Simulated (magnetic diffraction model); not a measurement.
# RbErSn: what an assumed order does to the neutron pattern

Space group P6_3mc (no. 186), a = 5.7710 Å, c = 8.9600 Å.

```
site  atom    x    y       z
  2a    Er    0    0  0.7469
  2b    Sn  2/3  1/3  0.9710
  2b    Rb  2/3  1/3  0.5616
```

This is a made-up structure (elements placed in a structure type, unrelaxed), so the numbers test the method and describe no known phase.

Only Er is taken to order (form factors of Er3+); orders and moment sizes are assumed, and not adapted to the symmetry. Radiation: neutrons of λ = 1.594 Å, 5° to 50°; isotropic B of 0.34 Å² (Er), 0.34 Å² (Sn) and 0.32 Å² (Rb). Simulated constant-wavelength pattern: nuclear and magnetic terms add, the magnetic one as |2.695 fm × Σ f S⊥ exp(2πi Q·r) exp(−B s²)|², summed over all Q at one angle with the factor 1/(sin²θ cos θ). For collinear order S is the moment m, which repeats by lattice and centring translations R with the sign exp(−2πi k·R). Free-ion form factors, Sears's scattering lengths of 1992, no absorption; a label names one of the reflections at its angle. The strongest nuclear line in the range is 100, and lines under 0.2 are left out.

Assume the order k = (0 1/2 1/2), collinear moments along [101], 6.8 μB on Er; signs + at (0, 0, 0.7469), − at (0, 0, 0.2469).

Predict the pattern, nuclear and magnetic parts apart.

```
2θ (°)         index  nuclear  magnetic
 10.48   (0 1/2 1/2)      0.0     174.5
 16.68  (1 -1/2 1/2)      0.0      53.6
 17.88   (0 1/2 3/2)      0.0      33.2
 18.35       (1 0 0)      0.8       0.0
 20.50       (0 0 2)      3.2       0.0
 21.04       (1 0 1)     10.6       0.0
 22.14  (1 -1/2 3/2)      0.0      22.2
 24.90   (1 1/2 1/2)      0.0      57.6
 27.33   (0 1/2 5/2)      0.0      10.3
 27.64       (1 0 2)    100.0       0.0
 28.16   (0 3/2 1/2)      0.0      25.2
 28.91   (1 1/2 3/2)      0.0      34.4
 30.35  (-1 1/2 5/2)      0.0       8.9
 31.79   (0 3/2 3/2)      0.0      16.2
 32.07       (1 1 0)     95.1       0.0
 33.83  (2 -1/2 1/2)      0.0      24.3
 35.70   (1 1/2 5/2)      0.0      16.9
 36.22       (1 0 3)     25.7       0.0
 36.96  (2 -1/2 3/2)      0.0      17.9
 37.20       (2 0 0)      0.2       0.0
 37.49   (0 1/2 7/2)      0.0       4.5
 38.13   (0 3/2 5/2)      0.0       8.5
 38.36       (1 1 2)      5.8       0.0
 38.67       (2 0 1)      3.3       0.0
 39.83  (1 -1/2 7/2)      0.0       4.1
 41.02   (1 3/2 1/2)      0.0      20.0
 41.69       (0 0 4)      7.1       0.0
 42.62  (2 -1/2 5/2)      0.0      10.9
 42.84       (2 0 2)     43.8       0.0
 43.20   (2 1/2 1/2)      0.0      15.4
 43.71   (1 3/2 3/2)      0.0      15.7
 44.18   (1 1/2 7/2)      0.0       8.4
 45.78   (2 1/2 3/2)      0.0      12.4
 45.90       (1 0 4)      7.3       0.0
 46.23   (0 3/2 7/2)      0.0       4.4
 47.30   (0 5/2 1/2)      0.0       7.3
 48.18   (0 1/2 9/2)      0.0       2.3
 48.74   (1 3/2 5/2)      0.0      10.4
 49.15       (2 0 3)     14.7       0.0
 49.25  (3 -3/2 1/2)      0.0       4.7
 49.72   (0 5/2 3/2)      0.0       6.0
 49.91       (2 1 0)      0.2       0.0
```

The strongest magnetic line in the range is (0 1/2 1/2) at 10.48° (174.5). On top of the Lorentz factor, which all lines share, magnetic lines fade with angle because f falls: for Er3+ it is 0.96, 0.86, 0.73 and 0.47 at sin θ/λ = 0.1, 0.2, 0.3 and 0.5 Å⁻¹, while nuclear lengths stay constant. The order has no net moment.

[Logs are printed without paths, hosts, clocks, repeated set-up lines and the standing remarks that a program may print on its own settings, such as how far it seeks lower states.]
